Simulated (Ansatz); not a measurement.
# A hypothetical structure for LiBe2P2

This structure for LiBe2P2 is made up. Its elements were placed in a known structure type with a cell scaled to their sizes. What cell does the guess relax to, and how far off was it?

Method: DFT, PBE, plane-wave PAW, files of the set soft_1, scalar-relativistic, no spin, cell and ions relaxed at zero pressure; PAW set soft_1, in the first sound run; inputs show where later runs differ, in Ansatz 0.2.0.

**1. The starting structure**

It takes space group I4/mmm (No. 139, tetragonal). Conventional cell: a = 3.708 Å, b = 3.708 Å, c = 9.128 Å, α = 90.00°, β = 90.00°, γ = 90.00°. P has 1 P at 2.13 Å and 4 Be at 2.22 Å and 4 Li at 2.83 Å nearest. Nearest to Be lie 4 P at 2.22 Å and 4 Be at 2.62 Å and 4 Li at 2.94 Å. Nearest to Li lie 8 P at 2.83 Å and 8 Be at 2.94 Å. Farther neighbours are not listed.

**2. Relaxing cell and atoms**

The guess takes its coordinates from another compound and its volume from a rule, so the cell and any free coordinates are relaxed together.

Contents of input.yaml:

```yaml
crystal:
  lattice:
    - [-1.854, 1.854, 4.564]
    - [1.854, -1.854, 4.564]
    - [1.854, 1.854, -4.564]
  atoms:
    - { symbol: P, position: [0.6167, 0.6167, 0.0] }
    - { symbol: P, position: [0.3833, 0.3833, 0.0] }
    - { symbol: Be, position: [0.25, 0.75, 0.5] }
    - { symbol: Be, position: [0.75, 0.25, 0.5] }
    - { symbol: Li, position: [0.0, 0.0, 0.0] }
kpoints:
  mp_grid: { grid: [10, 10, 10] }
scf:
  occupations: { method: fermi_dirac, width: 0.05 }
hamiltonian:
  xc: pbe
  pseudopotentials: { kind: paw, azcp: { folder: soft_1 } }
relax:
  f_tol: 0.015
  max_steps: 70
  cell: {}
output:
  forces: true
  stress: true
```

Run with:

```
> ansatz run input.yaml --threads 4 --pin off --max-ram 10240MiB --backend cpu --events-out ev --progress --plain --runs-dir out
```

Numbers of over 12 decimals in the logs are rounded to 6 here.

The program printed:

```text
basis.fft_grid_basis auto: the FFT boxes are laid along the combinations [[1, 0, 1], [0, 1, 1], [0, 0, 1]] of the cell's own vectors, 3.708, 3.708 and 5.264 Å long. The dense box has 25×25×36 points. Along the cell's own vectors, as sized, it would have 36×36×36, 2.07 times as many. Of the 16 symmetry operations that the crystal satisfies within crystal.symmetry.tolerance (time reversal apart; of a slab, those that k [...]
Engine: ansatz 0.2.0, x86_64-unknown-linux-gnu
Pseudopotentials: kind: paw
Pseudopotential: P, paw, valence charge 5, recommended cutoff 420 eV (normal), soft_1/P.paw.azcp
Pseudopotential: Be, paw, valence charge 2, recommended cutoff 420 eV (normal), soft_1/Be.paw.azcp
Pseudopotential: Li, paw, valence charge 3, recommended cutoff 420 eV (normal), soft_1/Li.paw.azcp
Functional definition: PBE
  parameter kappa = 0.804
  parameter beta = 0.066725
  exchange = pbe_x(kappa = kappa, mu = beta*pi^2/3)
  correlation = pbe_c(beta = beta)
Crystal: 5 atoms, lattice volume = 62.752 Å³
Basis set: ecut = 420 eV, 1243 PW (Γ), FFT grids on a1+a3, a2+a3, a3, exchange–correlation on 50×50×72 points (8 copies of the dense FFT grid, shifted against one another)
Bands: 14, of which v1, the nominal top of the filled ones, is band 9 counted from 1 (8 counted from 0)
Symmetry: 16 space group operations
Space group: I4/mmm (ITA 139), of the structure as read, at distance tolerance 4.0e-5 Å
k-points: 102 of 1000
Non-local potential: P, projectors of the file, l = 0: 2, l = 1: 2, l = 2: 1
Non-local potential: Be, projectors of the file, l = 0: 2, l = 1: 2, l = 2: 1
Non-local potential: Li, projectors of the file, l = 0: 3, l = 1: 2, l = 2: 1
PAW form: soft (Blöchl's): semilocal exchange-correlation on the pseudo side does not see the compensation charge
PAW one-centre angular grid: P, 110 points (default); XC on 64 Gauss nodes
PAW one-centre angular grid: Be, 110 points (default); XC on 64 Gauss nodes
PAW one-centre angular grid: Li, 110 points (default); XC on 96 Gauss nodes
Initial density: superposition of atomic densities (chi_scale 0.1, normalization cell, long waves kept (reshape's long-wave potential 0.00 eV rms))
Initial wavefunctions: pseudopotential atomic-orbital guess
Functional: x = pbe(κ = 0.804, μ = 0.219515), c = pbe(β = 0.066725)
SCF iter   1: F=—  HF=-1902.752146 eV  |F-HF|=—  |Δ(HF+E_count)|=         —  Δρ=3.07e-2  dr2=7.94e-1  ethr=3.10e-3  ⟨swp⟩=7.4  Hψ=10895  notcnv=0
preconditioner: auto → Kerker (q_TF=auto, 2.195 Å⁻¹)  [metal: Δε(μ)=0.021 eV  Ē_g=9.636 eV  σ=0.050 eV  W_gap=0.10  n_scr=10 (ndim 8)  ℏωp=18.2 eV  f_vac=0.000  D(μ)=1.80/eV (n_scr^D=10)]
SCF iter   2: F=—  HF=-1902.600812 eV  |F-HF|=—  |Δ(HF+E_count)|=   1.51e-1  Δρ=1.83e-2  dr2=2.87e-1  ethr=3.10e-3  ⟨swp⟩=1.3  Hψ=2278  notcnv=0  defer=2
SCF iter   3: F=—  HF=-1902.530692 eV  |F-HF|=—  |Δ(HF+E_count)|=   7.01e-2  Δρ=2.53e-3  dr2=7.07e-3  ethr=1.69e-3  ⟨swp⟩=2.7  Hψ=2394  notcnv=0  defer=17
SCF iter   4: F=—  HF=-1902.530007 eV  |F-HF|=—  |Δ(HF+E_count)|=   6.86e-4  Δρ=6.24e-4  dr2=6.14e-4  ethr=4.16e-5  ⟨swp⟩=2.7  Hψ=2517  notcnv=0  defer=18
SCF iter   5: F=—  HF=-1902.529916 eV  |F-HF|=—  |Δ(HF+E_count)|=   9.01e-5  Δρ=2.09e-4  dr2=3.39e-5  ethr=3.61e-6  ⟨swp⟩=2.4  Hψ=2007  notcnv=0  defer=18
SCF iter   6: F=—  HF=-1902.529887 eV  |F-HF|=—  |Δ(HF+E_count)|=   2.96e-5  Δρ=4.71e-5  dr2=1.62e-6  ethr=1.99e-7  ⟨swp⟩=2.5  Hψ=2333  notcnv=0  defer=18
SCF iter   7: F=-1902.529887 eV  HF=-1902.529887 eV  |F-HF|=1.38e-8  |Δ(HF+E_count)|=   5.02e-7  Δρ=1.06e-5  dr2=7.84e-8  ethr=5.88e-10  ⟨swp⟩=3.9  Hψ=5886  notcnv=0
SCF 1 converged in 7 iterations: F = -1902.529887 eV  dr2 = 7.84e-8
  greatest PAW one-centre occupation: 1.000 electrons in one spin orbital (limit 2), on the Li atom at site 4 (counted from 0), in its partial waves of l = 0
relax step   1: F+E_penalty+E_count = -1902.52988732 eV  Δ(F+E_penalty+E_count) = +0.000e0 eV  max|allowed force component| = 2.437e0 eV/Å  Δτ_max = 0.0000 Å  P = +4.129 GPa  Ω = 62.752 Å³  (7 SCF iters, dr2 threshold 1.00e-7 eV, accepted)
Crystal: 5 atoms, lattice volume = 64.413 Å³
Basis set: ecut = 420 eV, 1267 PW (Γ), FFT grids on a1+a3, a2+a3, a3, exchange–correlation on 50×50×72 points (8 copies of the dense FFT grid, shifted against one another)
Initial density: handed on by an earlier stage of this run
Initial wavefunctions: those handed on with the density
iter 1 solved again at ethr=4.51e-5 eV; its pass at ethr=3.10e-3 eV (dr2=7.67e-3 eV) is discarded
SCF iter   1: F=—  HF=-1902.733045 eV  |F-HF|=—  |Δ(HF+E_count)|=         —  Δρ=3.10e-3  dr2=6.85e-3  ethr=4.51e-5  ⟨swp⟩=2.0  Hψ=11981  notcnv=0
preconditioner: auto → Kerker (q_TF=auto, 2.185 Å⁻¹)  [metal: Δε(μ)=0.018 eV  Ē_g=9.471 eV  σ=0.050 eV  W_gap=0.09  n_scr=10 (ndim 8)  ℏωp=17.9 eV  f_vac=0.000  D(μ)=1.58/eV (n_scr^D=10)]
SCF iter   2: F=—  HF=-1902.731778 eV  |F-HF|=—  |Δ(HF+E_count)|=   1.27e-3  Δρ=1.83e-3  dr2=2.19e-3  ethr=4.03e-5  ⟨swp⟩=1.0  Hψ=1432  notcnv=0
SCF iter   3: F=—  HF=-1902.731361 eV  |F-HF|=—  |Δ(HF+E_count)|=   4.17e-4  Δρ=2.42e-4  dr2=5.84e-5  ethr=1.29e-5  ⟨swp⟩=2.4  Hψ=2004  notcnv=0
SCF iter   4: F=—  HF=-1902.731305 eV  |F-HF|=—  |Δ(HF+E_count)|=   5.60e-5  Δρ=7.77e-5  dr2=7.64e-6  ethr=3.43e-7  ⟨swp⟩=2.2  Hψ=2161  notcnv=0
SCF iter   5: F=-1902.731304 eV  HF=-1902.731304 eV  |F-HF|=6.86e-8  |Δ(HF+E_count)|=   1.13e-6  Δρ=2.16e-5  dr2=4.87e-7  ethr=2.94e-9  ⟨swp⟩=4.0  Hψ=5835  notcnv=0
SCF 2 converged in 5 iterations: F = -1902.731304 eV  dr2 = 4.87e-7
  greatest PAW one-centre occupation: 0.999 electrons in one spin orbital (limit 2), on the Li atom at site 4 (counted from 0), in its partial waves of l = 0
relax step   2: F+E_penalty+E_count = -1902.73130352 eV  Δ(F+E_penalty+E_count) = -2.014e-1 eV  max|allowed force component| = 1.235e0 eV/Å  Δτ_max = 0.0441 Å  P = +1.896 GPa  Ω = 64.413 Å³  energy of the carried Pulay correction = -1.283e-4 eV  (5 SCF iters, dr2 threshold 5.00e-7 eV, accepted)
Crystal: 5 atoms, lattice volume = 65.763 Å³
Basis set: ecut = 420 eV, 1277 PW (Γ), FFT grids on a1+a3, a2+a3, a3, exchange–correlation on 50×50×72 points (8 copies of the dense FFT grid, shifted against one another)
iter 1 solved again at ethr=7.01e-5 eV; its pass at ethr=3.10e-3 eV (dr2=1.19e-2 eV) is discarded
SCF iter   1: F=—  HF=-1902.908447 eV  |F-HF|=—  |Δ(HF+E_count)|=         —  Δρ=4.53e-3  dr2=1.31e-2  ethr=7.01e-5  ⟨swp⟩=2.0  Hψ=12182  notcnv=0
preconditioner: auto → Kerker (q_TF=auto, 2.178 Å⁻¹)  [metal: Δε(μ)=0.025 eV  Ē_g=9.355 eV  σ=0.050 eV  W_gap=0.13  n_scr=10 (ndim 8)  ℏωp=17.7 eV  f_vac=0.000  D(μ)=1.59/eV (n_scr^D=10)]
SCF iter   2: F=—  HF=-1902.907236 eV  |F-HF|=—  |Δ(HF+E_count)|=   1.21e-3  Δρ=2.78e-3  dr2=5.27e-3  ethr=7.01e-5  ⟨swp⟩=1.1  Hψ=1440  notcnv=0
SCF iter   3: F=—  HF=-1902.906776 eV  |F-HF|=—  |Δ(HF+E_count)|=   4.60e-4  Δρ=4.14e-4  dr2=1.69e-4  ethr=3.10e-5  ⟨swp⟩=1.5  Hψ=1597  notcnv=0
SCF iter   4: F=—  HF=-1902.906737 eV  |F-HF|=—  |Δ(HF+E_count)|=   3.89e-5  Δρ=9.71e-5  dr2=6.41e-6  ethr=9.92e-7  ⟨swp⟩=2.3  Hψ=2104  notcnv=0
SCF iter   5: F=-1902.906740 eV  HF=-1902.906740 eV  |F-HF|=9.38e-8  |Δ(HF+E_count)|=   3.13e-6  Δρ=1.63e-5  dr2=1.95e-7  ethr=2.94e-9  ⟨swp⟩=3.8  Hψ=5843  notcnv=0
SCF 3 converged in 5 iterations: F = -1902.906740 eV  dr2 = 1.95e-7
relax step   3: F+E_penalty+E_count = -1902.90673982 eV  Δ(F+E_penalty+E_count) = -1.754e-1 eV  max|allowed force component| = 4.818e-1 eV/Å  Δτ_max = 0.0359 Å  P = +1.285 GPa  Ω = 65.763 Å³  energy of the carried Pulay correction = -2.302e-4 eV  (5 SCF iters, dr2 threshold 5.00e-7 eV, accepted)
[... from here on, the SCF cycles and remarks between the steps are left out ...]
relax step   4: F+E_penalty+E_count = -1903.04581612 eV  Δ(F+E_penalty+E_count) = -1.391e-1 eV  max|allowed force component| = 8.811e-2 eV/Å  Δτ_max = 0.0254 Å  P = +1.034 GPa  Ω = 66.785 Å³  energy of the carried Pulay correction = -3.058e-4 eV  (6 SCF iters, dr2 threshold 5.00e-7 eV, accepted)
relax step   5: F+E_penalty+E_count = -1903.09890126 eV  Δ(F+E_penalty+E_count) = -5.309e-2 eV  max|allowed force component| = 8.435e-2 eV/Å  Δτ_max = 0.0141 Å  P = +0.477 GPa  Ω = 67.759 Å³  energy of the carried Pulay correction = -3.769e-4 eV  (6 SCF iters, dr2 threshold 5.00e-7 eV, accepted)
relax step   6: F+E_penalty+E_count = -1903.10329542 eV  Δ(F+E_penalty+E_count) = -4.394e-3 eV  max|allowed force component| = 7.609e-2 eV/Å  Δτ_max = 0.0076 Å  P = +0.205 GPa  Ω = 68.269 Å³  energy of the carried Pulay correction = -4.137e-4 eV  (5 SCF iters, dr2 threshold 5.00e-7 eV, accepted)
relax step   7: F+E_penalty+E_count = -1903.10476105 eV  Δ(F+E_penalty+E_count) = -1.466e-3 eV  max|allowed force component| = 2.488e-2 eV/Å  Δτ_max = 0.0127 Å  P = +0.158 GPa  Ω = 68.756 Å³  energy of the carried Pulay correction = -4.486e-4 eV  (4 SCF iters, dr2 threshold 3.62e-7 eV, accepted)
relax step   8: F+E_penalty+E_count = -1903.10484470 eV  Δ(F+E_penalty+E_count) = -8.365e-5 eV  max|allowed force component| = 1.527e-3 eV/Å  Δτ_max = 0.0005 Å  P = -0.007 GPa  Ω = 68.890 Å³  energy of the carried Pulay correction = -4.580e-4 eV  (4 SCF iters, dr2 threshold 1.19e-7 eV, accepted)
relax step   9: F+E_penalty+E_count = -1903.11001167 eV  Δ(F+E_penalty+E_count) = -5.167e-3 eV  max|allowed force component| = 2.218e-3 eV/Å  Δτ_max = 0.0000 Å  P = +0.090 GPa  Ω = 68.890 Å³  stress off target by 2.44e-1 GPa  SCF on the basis re-selected at this cell (its energy is not comparable with the rows above)  (5 SCF iters)
relax step  10: F+E_penalty+E_count = -1903.11027948 eV  Δ(F+E_penalty+E_count) = -2.678e-4 eV  max|allowed force component| = 2.960e-3 eV/Å  Δτ_max = 0.0031 Å  P = -0.002 GPa  Ω = 69.106 Å³  energy of the carried Pulay correction = -1.406e-5 eV  (4 SCF iters, dr2 threshold 1.49e-7 eV, accepted)
iter 1 solved again at ethr=9.54e-6 eV; its pass at ethr=3.10e-3 eV (dr2=1.62e-3 eV) is discarded
SCF iter   1: F=—  HF=-1903.110293 eV  |F-HF|=—  |Δ(HF+E_count)|=         —  Δρ=1.51e-5  dr2=3.35e-7  ethr=9.54e-6  ⟨swp⟩=3.0  Hψ=13953  notcnv=0
eigensolver tolerance schedule: the retry pair's looser diagonalisation over-reported the residual by 4840.59 of it (diagonalisation noise at an unbounded share of the residual, at the tolerance the schedule requests for it); recorded, not acted on — ethr = c·dr2/N_el stays at c = 1.0e-1
preconditioner: auto → Kerker (q_TF=auto, 2.160 Å⁻¹)  [metal: Δε(μ)=0.012 eV  Ē_g=9.183 eV  σ=0.050 eV  W_gap=0.06  n_scr=10 (ndim 8)  ℏωp=17.3 eV  f_vac=0.000  D(μ)=1.33/eV (n_scr^D=10)]
SCF iter   2: F=—  HF=-1903.110294 eV  |F-HF|=—  |Δ(HF+E_count)|=   1.01e-6  Δρ=6.47e-6  dr2=2.92e-8  ethr=1.97e-9  ⟨swp⟩=3.4  Hψ=2997  notcnv=0
SCF iter   3: F=—  HF=-1903.110294 eV  |F-HF|=—  |Δ(HF+E_count)|=   7.37e-8  Δρ=3.74e-6  dr2=1.46e-8  ethr=1.72e-10  ⟨swp⟩=1.3  Hψ=1470  notcnv=0
SCF iter   4: F=—  HF=-1903.110294 eV  |F-HF|=—  |Δ(HF+E_count)|=   1.89e-8  Δρ=1.16e-6  dr2=1.18e-9  ethr=8.59e-11  ⟨swp⟩=2.5  Hψ=2168  notcnv=0
SCF iter   5: F=—  HF=-1903.110294 eV  |F-HF|=—  |Δ(HF+E_count)|=   2.48e-9  Δρ=4.21e-7  dr2=1.70e-10  ethr=6.92e-12  ⟨swp⟩=1.9  Hψ=1869  notcnv=0
SCF iter   6: F=-1903.110294 eV  HF=-1903.110294 eV  |F-HF|=1.05e-11  |Δ(HF+E_count)|=  1.73e-11  Δρ=1.45e-7  dr2=1.87e-11  ethr=1.00e-12  ⟨swp⟩=5.0  Hψ=4519  notcnv=0
SCF 11 converged in 6 iterations: F = -1903.110294 eV  dr2 = 1.87e-11
relax step  11: F+E_penalty+E_count = -1903.11029422 eV  Δ(F+E_penalty+E_count) = -1.474e-5 eV  max|allowed force component| = 3.047e-3 eV/Å  Δτ_max = 0.0000 Å  P = -0.003 GPa  Ω = 69.106 Å³  stress off target by 2.91e-2 GPa  SCF on the basis re-selected at this cell (its energy is not comparable with the rows above)  (6 SCF iters)
basis re-selected at this cell: Δ(F+E_penalty+E_count) = -1.474e-5 eV, ΔP = -0.001 GPa vs the last step (what re-selecting the basis moved, of the pressure what is left beyond the Pulay correction that the steps carried, after the strain that the cell walked since its last selection, with what the two solves' SCF thresholds leave and, on support functions, any second-order correction that the steps lacked; it is no m [...]
SCF converged after 6 iterations
Free energy (F): -1903.110294 eV
Harris-Foulkes:  -1903.110294 eV  (|F-HF|=1.05e-11)
Internal energy: -1903.099112 eV  (E = F + TS)
E sigma→0 (E₀):  -1903.104703 eV
Entropy (-TS):   -0.011182 eV (-2.236 meV/atom)
Fermi energy:    6.054375 eV
--- Per-component energies (eV) ---
  E_band       = -67.228075
  E_kinetic    = 194.208134
  E_local      = -232.681106  (includes V_loc(G=0)·N_el)
  E_nonlocal   = 53.101865
  E_hartree    = 64.346138
  E_xc         = -195.273620
  E_vxc        = -174.620345  (∫ρ·V_xc dr)
  E_paw        = -1258.211797  (= ΣΔE_a)
  E_vpaw       = -35.929144  (= ΣTr[D̂ρ^β])
  E_aug_tail   = 0.000251  (compensation charges beyond the density's cutoff)
  E_ewald      = -528.588976
  E_smearing   = -0.011182  (= −TS)
  E_closure    = 0.000000  (closes the sum)
  Σ components = -1903.110294   (vs F -1903.110294, Δ=0.00e0)
--- Forces (eV/Å), atoms counted from 1 ---
  atom   1  P     -0.00000000     0.00000000     0.00304723
  atom   2  P     -0.00000000    -0.00000000    -0.00304723
  atom   3  Be    -0.00000000     0.00000000     0.00000000
  atom   4  Be    -0.00000000    -0.00000000     0.00000000
  atom   5  Li    -0.00000000     0.00000000     0.00000000
  max |Σ_I F_I| component: 2.21e-17 eV/Å
--- Stress (GPa, compression-positive) ---
       -0.019172       0.000000       0.000000
        0.000000      -0.019172      -0.000000
        0.000000       0.000000       0.029124
  P = ⅓ Tr σ = -0.0031 GPa (-0.031 kbar)
--- Relaxed structure (9 steps of the walk, 9 accepted, 2 SCFs on fresh bases) ---
  F+E_penalty+E_count = -1903.11029422 eV   max|allowed force component| = 3.047e-3 eV/Å   (the final SCF, on the basis selected at the relaxed cell)
  cell:  # Å, volume = 69.1063 Å³
    - [-1.793249, 1.793249, 5.372501]
    - [1.793249, -1.793249, 5.372501]
    - [1.793249, 1.793249, -5.372501]
  atoms:
    - { symbol: P, position: [0.632295, 0.632295, 0] }
    - { symbol: P, position: [0.367705, 0.367705, 0] }
    - { symbol: Be, position: [0.25, 0.75, 0.5] }
    - { symbol: Be, position: [0.75, 0.25, 0.5] }
    - { symbol: Li, position: [5.511281858383806e-19, 5.511281858383813e-19, 0] }
```

Run time: 4.8 s. Hardware: 4 threads of AMD EPYC 9B45 (Zen 5), shared host; peak memory 0.47 GiB.

Step by step:

| step | energy less that of the first step (eV) | largest force component (eV/Å) | pressure (GPa) | volume (Å³) |
| --- | --- | --- | --- | --- |
| 1 | 0.0000 | 2.4366 | 4.13 | 62.75 |
| 2 | -0.2014 | 1.2352 | 1.90 | 64.41 |
| 3 | -0.3769 | 0.4818 | 1.29 | 65.76 |
| 4 | -0.5159 | 0.0881 | 1.03 | 66.78 |
| 5 | -0.5690 | 0.0844 | 0.48 | 67.76 |
| 6 | -0.5734 | 0.0761 | 0.20 | 68.27 |
| 7 | -0.5749 | 0.0249 | 0.16 | 68.76 |
| 8 | -0.5750 | 0.0015 | -0.01 | 68.89 |
| 9* | -0.5801 | 0.0022 | 0.09 | 68.89 |
| 10 | -0.5804 | 0.0030 | 0.00 | 69.11 |
| 11* | -0.5804 | 0.0030 | 0.00 | 69.11 |

Relaxation steps marked * repeat the geometry before them on a plane-wave basis chosen anew for their cell, so energy and pressure can jump there.

Forces are held to the 16 operations that the run works with; a distortion that breaks them can't arise in this run.

| cell as run | before | after | change |
| --- | --- | --- | --- |
| a (Å) | 5.264 | 5.941 | +12.9 % |
| b (Å) | 5.264 | 5.941 | +12.9 % |
| c (Å) | 5.264 | 5.941 | +12.9 % |
| α (°) | 138.75 | 144.86 | +4.4 % |
| β (°) | 138.75 | 144.86 | +4.4 % |
| γ (°) | 59.75 | 50.54 | -15.4 % |
| volume (Å³/atom) | 12.55 | 13.82 | +10.1 % |

The atoms that moved most (Å, as changes of fractional coordinates times the final cell):

| atom | dx | dy | dz | length |
| --- | --- | --- | --- | --- |
| P2 | 0.000 | 0.000 | -0.168 | 0.168 |
| P1 | 0.000 | 0.000 | 0.168 | 0.168 |

The relaxed structure:

```xyz
5
Lattice="-1.7932 1.7932 5.3725 1.7932 -1.7932 5.3725 1.7932 1.7932 -5.3725" Properties=species:S:1:pos:R:3 pbc="T T T"
P     0.0000    0.0000    6.7940
P     0.0000    0.0000    3.9510
Be    1.7932    0.0000    2.6863
Be    0.0000    1.7932    2.6863
Li    0.0000    0.0000    0.0000
```

Numbers from this step:

```yaml
free_energy: -1903.1103 eV
energy_at_zero_smearing: -1903.1047 eV
smearing_term_ts: 0.01118 eV
fermi_energy: 6.054 eV
electrons: 17
symmetry_operations: 16
pressure: -0.003073 GPa
```

The shortest distance of each pair, which need not be the same contact before and after:

| pair | guess (Å) | relaxed (Å) |
| --- | --- | --- |
| Be–P | 2.218 | 2.194 |
| Be–Be | 2.622 | 2.536 |
| P–P | 2.130 | 2.843 |
| Li–P | 2.830 | 2.907 |
| Be–Li | 2.940 | 3.230 |

The relaxation ends with a largest force component of 0.0030 eV/Å and a pressure of 0.00 GPa.

(Part 1 of 2 ends here.)

[Logs are printed without paths, hosts, clocks, repeated set-up lines and the standing remarks that a program may print on its own settings, such as how far it seeks lower states.]

[Hosts, paths, dates, database ids (printed as entryN), source tags and the programs' standing remarks are cut or masked in the printed files.]
